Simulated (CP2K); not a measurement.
The C K edge of acetylbenzene was computed by TDDFT (CP2K XAS_TDP, aug-cc-pVDZ, TDA) at these levels: PBEh(45%), PBEh(45%) + GW2X and PBEh(60%). The first three lines of C1 (bonded to C and 3 H) with a strength over 0.0015, energy in eV and strength:

```tsv
run	first	second	third
1	288.67 (0.011)	289.16 (0.035)	289.46 (0.035)
2	290.31 (0.006)	290.74 (0.011)	291.20 (0.010)
3	283.93 (0.006)	284.36 (0.012)	284.82 (0.010)
```

**Question.** Which run is which?

Run 1: PBEh(60%) (60 % exact exchange). Run 2: PBEh(45%) + GW2X (45 % exact exchange). Run 3: PBEh(45%) (45 % exact exchange). Self-interaction lifts the core level, so the uncorrected lines rise with the share of exact exchange. The GW2X run keeps the spacings of its parent: 0.43 eV between the first two lines in run 2, 0.43 eV in run 3. Its shift is +6.38 eV, since the Kohn–Sham level at this share of exchange lies that far above the quasiparticle level.

[Banner, clock and machine lines of the logs are left out without a mark of their own.]

[Logs are printed without paths, hosts, clocks, repeated set-up lines and the standing remarks that a program may print on its own settings, such as how far it seeks lower states.]

[Hosts, paths, dates, database ids (printed as entryN), source tags and the programs' standing remarks are cut or masked in the printed files.]
